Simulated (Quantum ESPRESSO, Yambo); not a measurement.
Planning a run of Yambo 5.3.0 on PbO (P4/nmm). The input:

```
HF_and_locXC
gw0
dyson
ppa
em1d
rim_cut
RandQpts= 1000000
RandGvec= 1 RL
EXXRLvcs= 76 Ry
VXCRLvcs= 304 Ry
Chimod= "HARTREE"
% BndsRnXp
 1 | 145 |
%
NGsBlkXp= 11 Ry
% LongDrXp
 1 | 1 | 1 |
%
% GbndRnge
 1 | 145 |
%
DysSolver= "n"
ExtendOut
PPAPntXp= 27.21138 eV
% QPkrange
 1 | 12 | 26 | 31 |
%
GfnQPdb= "E < ./gw5_fix/ndb.QP"
XfnQPdb= "E < ./gw5_fix/ndb.QP"
```

The database entry behind the starting cell differs from later determinations by our own check (c about 1 % long), so it need not match the best structure at ambient conditions.

```sh
OMP_NUM_THREADS=1 mpirun -n 8 yambo -F gw6.in -J gw6 -C gw6 > gw6.log
```

The stored states that it reads are on a 4×4×2 mesh. It takes space group P4/nmm (No. 129, tetragonal). The conventional cell has a = 3.960 Å, b = 3.960 Å, c = 5.070 Å, α = 90.00°, β = 90.00°, γ = 90.00°. Nearest to Pb lie 4 O at 2.32 Å. Nearest to O lie 4 Pb at 2.32 Å. Farther neighbours and most contacts between anions are not listed.

**Question.** How long will it take on 8 MPI ranks of Intel Xeon 6975P-C (Granite Rapids), shared host, and how much memory?

It took 4.2 min; on shared hardware allow 2.1 min to 8.5 min. Peak host memory was 5 GiB.

The screening grows as filled bands × empty bands × pairs of k points, times the square of the screening basis for the matrix.

[Paths, hosts, dates, memory and timing lines, banners, echoed tables and standing remarks are left out of the program output.]

[Logs are printed without paths, hosts, clocks, repeated set-up lines and the standing remarks that a program may print on its own settings, such as how far it seeks lower states.]

[Runs of the session that timed out or met a known fault of the program may be left out.]

[Hosts, paths, dates, database ids (printed as entryN), source tags and the programs' standing remarks are cut or masked in the printed files.]
